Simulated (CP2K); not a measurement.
The C K edge of acetyl chloride was computed by TDDFT (CP2K XAS_TDP, aug-pc-1, TDA) at these levels: PBE0, PBEh(45%) and PBEh(45%) + GW2X. The first three lines of C1 (bonded to C and 3 H) with a strength over 0.0015, energy in eV and strength:

```csv
run,first,second,third
1,284.24 (0.019),284.29 (0.004),285.19 (0.029)
2,290.43 (0.019),290.48 (0.004),291.38 (0.029)
3,277.75 (0.002),277.92 (0.011),278.84 (0.011)
```

Q: Which run is which?

Run 1: PBEh(45%) (45 % exact exchange). Run 2: PBEh(45%) + GW2X (45 % exact exchange). Run 3: PBE0 (25 % exact exchange). Self-interaction lifts the core level, so the uncorrected lines rise with the share of exact exchange. The GW2X run keeps the spacings of its parent: 0.05 eV between the first two lines in run 2, 0.05 eV in run 1. Its shift is +6.19 eV, since the Kohn–Sham level at this share of exchange lies that far above the quasiparticle level.

[Banner, clock and machine lines of the logs are left out without a mark of their own.]

[Logs are printed without paths, hosts, clocks, repeated set-up lines and the standing remarks that a program may print on its own settings, such as how far it seeks lower states.]

[Hosts, paths, dates, database ids (printed as entryN), source tags and the programs' standing remarks are cut or masked in the printed files.]
